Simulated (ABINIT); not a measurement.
# Quasiparticle gap of Be3N2 (R3m) in ABINIT

How does a plane-wave GW calculation on Be3N2 (R3m) run from the first input to the gap?

Program: ABINIT 10.8.3. Level of theory: LDA and many-body steps on it, plane waves. Results are calculated unless marked as measured.

**1. The starting structure**

It takes space group R3m (No. 160, trigonal). Conventional cell: a = 2.840 Å, b = 2.840 Å, c = 14.599 Å, α = 90.00°, β = 90.00°, γ = 120.00°. Be has 3 N at 1.65 Å nearest. Be has 4 N at 1.66 to 1.84 Å nearest. Nearest to Be lie 4 N at 1.68 to 1.78 Å. Nearest to N lie 5 Be at 1.65 to 1.68 Å. Nearest to N lie 6 Be at 1.78 to 1.84 Å. Farther neighbours and most contacts between anions are not listed.

The cell and positions are those that the Materials Project relaxed with its own functionals (PBE, PBE+U or r2SCAN), kept fixed.

**2. Ground state**

This step: ABINIT 10.8.3; DFT, LDA, plane waves, norm-conserving pseudopotentials.

The ground-state density comes first.

File run.abi:

```
acell 3*1.0 Angstrom
rprim 
  1.419805055509 0.819724830995 4.866215662800
  -1.419805055509 0.819724830995 4.866215662800
  -0.000000000000 -1.639449661990 4.866215662800
ntypat 2
znucl 4 7
natom 5
typat 1 1 1 2 2
xred 
  0.859001080000 0.859001080000 0.859001080000
  0.317694560000 0.317694560000 0.317694560000
  0.088806770000 0.088806770000 0.088806770000
  0.204162680000 0.204162680000 0.204162680000
  0.708434910000 0.708434910000 0.708434910000
pp_dirpath "pseudos"
pseudos "Be.upf, N.upf"
ecut 38
ngkpt 8 8 8
nshiftk 1
shiftk 0 0 0
kptopt 1
chksymbreak 0
nband 17
occopt 1
tolvrs 1e-10
nstep 60
prtwf 0
optforces 0
optstress 0
indata_prefix "in"
outdata_prefix "out"
tmpdata_prefix "tmp"
```

Run with:

```
OMP_NUM_THREADS=1 mpirun -n 8 abinit run.abi > log
```

Numbers of over 12 decimals in the logs are rounded to 6 here.

The log of the run:

```text
.Version 10.8.3 of ABINIT. v10.8.2 released Aug 2026.

 Symmetries : space group R3 m (#160); Bravais hR (rhombohedral)
================================================================================
 Values of the parameters that define the memory need of the present run
     intxc =       0    ionmov =       0      iscf =       7    lmnmax =       4
     lnmax =       4     mgfft =      54  mpssoang =       2    mqgrid =    3001
     natom =       5  nloc_mem =       1    nspden =       1   nspinor =       1
    nsppol =       1      nsym =       6    n1xccc =    2501    ntypat =       2
    occopt =       1   xclevel =       1
-    mband =          17        mffmem =           1         mkmem =           9
       mpw =        2596          nfft =      157464          nkpt =          65
================================================================================
  Rough estimation (10% accuracy) of disk space for files :
================================================================================

--------------------------------------------------------------------------------
------------- Echo of variables that govern the present computation ------------
--------------------------------------------------------------------------------
 -outvars: echo values of preprocessed input variables --------
            acell      1.8897261259E+00  1.8897261259E+00  1.8897261259E+00 Bohr

      chksymbreak           0
             ecut      3.80000000E+01 Hartree
-          fftalg         312

              ixc       -1012
              kpt      0.00000000E+00  0.00000000E+00  0.00000000E+00
                       1.25000000E-01  0.00000000E+00  0.00000000E+00
                       2.50000000E-01  0.00000000E+00  0.00000000E+00
                       3.75000000E-01  0.00000000E+00  0.00000000E+00
                       5.00000000E-01  0.00000000E+00  0.00000000E+00
                       1.25000000E-01  1.25000000E-01  0.00000000E+00
                       2.50000000E-01  1.25000000E-01  0.00000000E+00
                       3.75000000E-01  1.25000000E-01  0.00000000E+00
                       5.00000000E-01  1.25000000E-01  0.00000000E+00
   [... 39 further rows ...]
                       5.00000000E-01  2.50000000E-01  2.50000000E-01
                      -3.75000000E-01  2.50000000E-01  2.50000000E-01
                       outvar_i_n : Printing only first  50 k-points.
         kptrlatt        8    0    0      0    8    0      0    0    8
          kptrlen      4.29286833E+01
P           mkmem           9
            natom           5
            nband          17
            ngfft          54      54      54
             nkpt          65
            nstep          60
             nsym           6
           ntypat           2
              occ      2.000000  2.000000  2.000000  2.000000  2.000000  2.000000
                       2.000000  2.000000  2.000000  2.000000  2.000000  0.000000
                       0.000000  0.000000  0.000000  0.000000  0.000000
        optforces           0
        optstress           0
            prtwf           0
            rprim      1.4198050555E+00  8.1972483100E-01  4.8662156628E+00
[...]
spgroup         160

           tolvrs      1.00000000E-10

             xred      8.5900108000E-01  8.5900108000E-01  8.5900108000E-01
[...]
znucl        4.00000    7.00000

================================================================================

 chkinp: Checking input parameters for consistency.

================================================================================
== DATASET  1 ==================================================================
-   mpi_nproc: 8, omp_nthreads: 1 (-1 if OMP is not activated)

--- !DatasetInfo
iteration_state: {dtset: 1, }
dimensions: {natom: 5, nkpt: 65, mband: 17, nsppol: 1, nspinor: 1, nspden: 1, mpw: 2596, }
cutoff_energies: {ecut:  38.0, pawecutdg:  -1.0, }
electrons: {nelect:   2.20000000E+01, charge:   0.00000000E+00, occopt:   1.00000000E+00, tsmear:   1.00000000E-02, }

 Real(R)+Recip(G) space primitive vectors, cartesian coordinates (Bohr,Bohr^-1):
 R(1)=  2.6830427  1.5490554  9.1958149  G(1)=  0.1863556  0.1075924  0.0362484
 R(2)= -2.6830427  1.5490554  9.1958149  G(2)= -0.1863556  0.1075924  0.0362484
 R(3)=  0.0000000 -3.0981109  9.1958149  G(3)=  0.0000000 -0.2151849  0.0362484
 Unit cell volume ucvol=  2.2931687E+02 bohr^3
 Angles (23,13,12)=  3.21025619E+01  3.21025619E+01  3.21025619E+01 degrees

 getcut: wavevector=  0.0000  0.0000  0.0000  ngfft=  54  54  54
         ecut(hartree)=     38.000   => boxcut(ratio)=   2.00551

--- Pseudopotential description ------------------------------------------------
- Be Generated using ONCVPSP code by D. R. Hamann
-  4.00000   4.00000  180309                  znucl, zion, pspdat
12 -1012 1 -1 1358                            pspcod,pspxc,lmax,lloc,mmax
     nproj     2     2
  pspatm : epsatm=    2.74190561
         --- l  ekb(1:nproj) -->
[...]
pspatm: atomic psp has been read  and splines computed

- N Generated using ONCVPSP code by D. R. Hamann
-  7.00000   5.00000  180309                  znucl, zion, pspdat
12 -1012 1 -1 1058                            pspcod,pspxc,lmax,lloc,mmax
     nproj     2     2
  pspatm : epsatm=    5.30777321
         --- l  ekb(1:nproj) -->
[...]
pspatm: atomic psp has been read  and splines computed

   4.14507792E+02                                ecore*ucvol(ha*bohr**3)
--------------------------------------------------------------------------------

_setup2: Arith. and geom. avg. npw (full set) are    2566.232    2566.209

================================================================================

--- !BeginCycle
iteration_state: {dtset: 1, }
solver: {iscf: 7, nstep: 60, nline: 4, wfoptalg: 0, }
tolerances: {tolvrs: 1.00E-10, }

     iter   Etot(hartree)      deltaE(h)  residm     vres2
 ETOT  1  -62.195170945052    -6.220E+01 1.351E-01 2.015E+03
 ETOT  2  -62.294036305139    -9.887E-02 4.524E-02 1.274E+03
 ETOT  3  -62.433235776998    -1.392E-01 1.184E-02 1.057E+01
 ETOT  4  -62.433920094443    -6.843E-04 2.724E-03 1.832E+00
 ETOT  5  -62.433982515680    -6.242E-05 1.833E-03 7.340E-02
 ETOT  6  -62.433988803816    -6.288E-06 1.445E-03 2.371E-02
 ETOT  7  -62.433989372925    -5.691E-07 2.548E-04 2.202E-04
 ETOT  8  -62.433989380448    -7.523E-09 5.422E-04 2.317E-06
 ETOT  9  -62.433989380532    -8.466E-11 7.266E-05 2.390E-08
 ETOT 10  -62.433989380533    -7.532E-13 1.734E-04 3.201E-10
 ETOT 11  -62.433989380533     0.000E+00 2.224E-05 7.054E-12

 At SCF step   11       vres2   =  7.05E-12 < tolvrs=  1.00E-10 =>converged.

--- !ResultsGS
iteration_state: {dtset: 1, }
comment   : Summary of ground state results
lattice_vectors:
- [  2.6830427,   1.5490554,   9.1958149, ]
- [ -2.6830427,   1.5490554,   9.1958149, ]
- [ -0.0000000,  -3.0981109,   9.1958149, ]
lattice_lengths: [   9.70367,    9.70367,    9.70367, ]
lattice_angles: [ 32.103,  32.103,  32.103, ] # degrees, (23, 13, 12)
lattice_volume:   2.2931687E+02
convergence: {deltae:  0.000E+00, res2:  7.054E-12, residm:  2.224E-05, diffor:  0.000E+00, }
etotal    :  -6.24339894E+01
entropy   :   0.00000000E+00
fermie    :   2.18036431E-01
cartesian_stress_tensor: null
pressure_GPa: null
xred      :
- [  8.5900E-01,   8.5900E-01,   8.5900E-01, Be]
- [  3.1769E-01,   3.1769E-01,   3.1769E-01, Be]
- [  8.8807E-02,   8.8807E-02,   8.8807E-02, Be]
- [  2.0416E-01,   2.0416E-01,   2.0416E-01,  N]
- [  7.0843E-01,   7.0843E-01,   7.0843E-01,  N]
cartesian_forces: null
force_length_stats: {min: null, max: null, mean: null, }

 Integrated electronic density in atomic spheres:
 ------------------------------------------------
 Atom  Sphere_radius  Integrated_density
[...]
================================================================================

 ----iterations are completed or convergence reached----

 Mean square residual over all n,k,spin=   60.366E-09; max=  22.238E-06
 reduced coordinates (array xred) for    5 atoms
       0.859001080000      0.859001080000      0.859001080000
       0.317694560000      0.317694560000      0.317694560000
       0.088806770000      0.088806770000      0.088806770000
       0.204162680000      0.204162680000      0.204162680000
       0.708434910000      0.708434910000      0.708434910000
 rms dE/dt=  0.0000E+00; max dE/dt=  0.0000E+00; dE/dt below (all hartree)
    1       0.000000000000      0.000000000000      0.000000000000
    2       0.000000000000      0.000000000000      0.000000000000
    3       0.000000000000      0.000000000000      0.000000000000
    4       0.000000000000      0.000000000000      0.000000000000
    5       0.000000000000      0.000000000000      0.000000000000

 cartesian coordinates (angstrom) at end:
    1      0.000000    -0.000000    12.540254
    2      0.000000    -0.000000     4.637911
    3     -0.000000     0.000000     1.296459
    4     -0.000000     0.000000     2.980499
    5      0.000000     0.000000    10.342191
 length scales=  1.889726125908  1.889726125908  1.889726125908 bohr
              =  1.000000000000  1.000000000000  1.000000000000 angstroms
 prteigrs : about to open file out_EIG
 Fermi (or HOMO) energy (hartree) =   0.21804   Average Vxc (hartree)=  -0.44517
 Eigenvalues (hartree) for nkpt=  65  k points:
 kpt#   1, nband= 17, wtk=  0.00195, kpt=  0.0000  0.0000  0.0000 (reduced coord)
  -3.34903   -3.34347   -3.29904   -0.37822   -0.29671   -0.06072    0.17390    0.17390
   0.20138    0.21804    0.21804    0.44352    0.50542    0.51990    0.51990    0.61112
   0.64400
 prteigrs : prtvol=0 or 1, do not print more k-points.

--- !EnergyTerms
iteration_state     : {dtset: 1, }
comment             : Components of total free energy in Hartree
kinetic             :  4.05670707121431E+01
hartree             :  1.01646024838959E+01
xc                  : -1.32469206557528E+01
Ewald energy        : -3.69375603529763E+01
psp_core            :  1.80757649260508E+00
local_psp           : -3.75791148171095E+01
non_local_psp       : -2.72096432433385E+01
total_energy        : -6.24339893805329E+01
total_energy_eV     : -1.69891539991116E+03
band_energy         : -2.00982952726327E+01

== END DATASET(S) ==============================================================
================================================================================

 -outvars: echo values of variables after computation  --------
           etotal     -6.2433989381E+01
            nband          17
             nkpt          65
          spgroup         160
 [... the other variables as echoed above ...]

 Calculation completed.
```

Elapsed: 32 s, on 8 MPI ranks of Arm Neoverse V1, shared host; peak memory 0.75 GiB; 4.3 min of CPU time.

Numbers from this step:

```
total energy               : -1698.9154 eV
gap                        : 2.731 eV
k of the valence top       : 0, 0, 0
k of the conduction bottom : 0.5, 0.5, 0
least direct gap           : 3.792 eV
```

The gap is indirect, with the least direct gap 1.06 eV higher.

(Part 1 of 3 ends here.)

[Paths, hosts, dates, memory and timing lines, banners, echoed tables and standing remarks are left out of the program output.]

[Logs are printed without paths, hosts, clocks, repeated set-up lines and the standing remarks that a program may print on its own settings, such as how far it seeks lower states.]

[Runs of the session that timed out or met a known fault of the program may be left out.]

[Hosts, paths, dates, database ids (printed as entryN), source tags and the programs' standing remarks are cut or masked in the printed files.]

[G0W0 gaps are taken among the corrected bands and points alone; a level outside them can change the order at an edge.]

[Where Ansatz stands beside ABINIT at settings called matched, ABINIT's density can come from a denser mesh and the files from another edition; pairs whose starting gaps differed by over 0.03 eV were left out, so agreement reads better than it is.]
